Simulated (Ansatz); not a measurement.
AlN (P6_3mc): refractive index against wavelength

The refractive index of AlN (P6_3mc) along x below the direct gap (4.21 eV on the mesh) is read from one computed spectrum, n = √(Re ε). x, y and z are the Cartesian axes of the input cell.

The structure is hexagonal, space group P6_3mc (No. 186). The conventional cell has a = 3.113 Å, b = 3.113 Å, c = 4.981 Å, α = 90.00°, β = 90.00°, γ = 120.00°. Al on site b is surrounded by 4 N at 1.89 Å. N on site b is surrounded by 4 Al at 1.89 Å.

Method: Ansatz 0.2.0, PBE, independent particles, k-mesh 12×12×7 with interpolation inside its cells, Gaussian parameter 0.2 eV.

Launch of the response step: `ansatz run input.yaml --threads 4 --pin off --max-ram 8192MiB --backend cpu --events-out ev --progress --plain --runs-dir out`. The run took 15 s, on 4 threads of Intel(R) Xeon(R) Platinum 8375C CPU @ 2.90GHz (Ice Lake), with other jobs on the host.

| wavelength (nm) | photon energy E (eV) | n |
| --- | --- | --- |
| 1310 | 0.946 | 2.1529 |
| 1064 | 1.165 | 2.1584 |
| 850 | 1.459 | ? |
| 700 | 1.771 | 2.1803 |
| 633 | 1.959 | 2.1892 |
| 532 | 2.331 | 2.2106 |
| 450 | 2.755 | 2.2418 |

In the single-oscillator model n² − 1 = E₀E_d/(E₀² − E²), so 1/(n² − 1) = E₀/E_d − E²/(E₀E_d) is linear in E².

Working, on the rows shown:

| x = E² (eV²) | y = 1/(n² − 1) |
| --- | --- |
| 0.895757 | 0.275105 |
| 1.35784 | 0.273322 |
| 3.13716 | 0.266403 |
| 3.83641 | 0.263672 |
| 5.43137 | 0.257284 |
| 7.59115 | 0.248406 |

Means: x̄ = 3.7083, ȳ = 0.26403. Σ(x − x̄)(y − ȳ) = -0.1267, Σ(x − x̄)² = 31.82. Slope = -0.1267 / 31.82 = -0.003981; intercept = ȳ − slope · x̄ = 0.27879. Turned back into n, the line misses the rows shown by at most 0.00061.

Problem. Fill in the last column of the withheld row.

Solution. At x = 2.1276 the line gives y = 0.27032, that is 2.1678. The run gave 2.1677, so the interpolation is off by 7.8e-05, 0.1 % of the range in the table.

Refitted with all rows, the slope is -0.003982 and the intercept 0.2788. These give E₀ = √(intercept/−slope) = 8.37 eV and E_d = E₀/intercept = 30.0 eV; E₀ is 2.0 times the direct gap. The electronic limit at long wavelengths, without lattice vibrations, is n = √(1 + 1/intercept) = 2.142. The cell comes from an older database entry, whose edges can be off by a per cent or so. Excitons are left out and so are local fields; PBE gaps are as a rule too small.
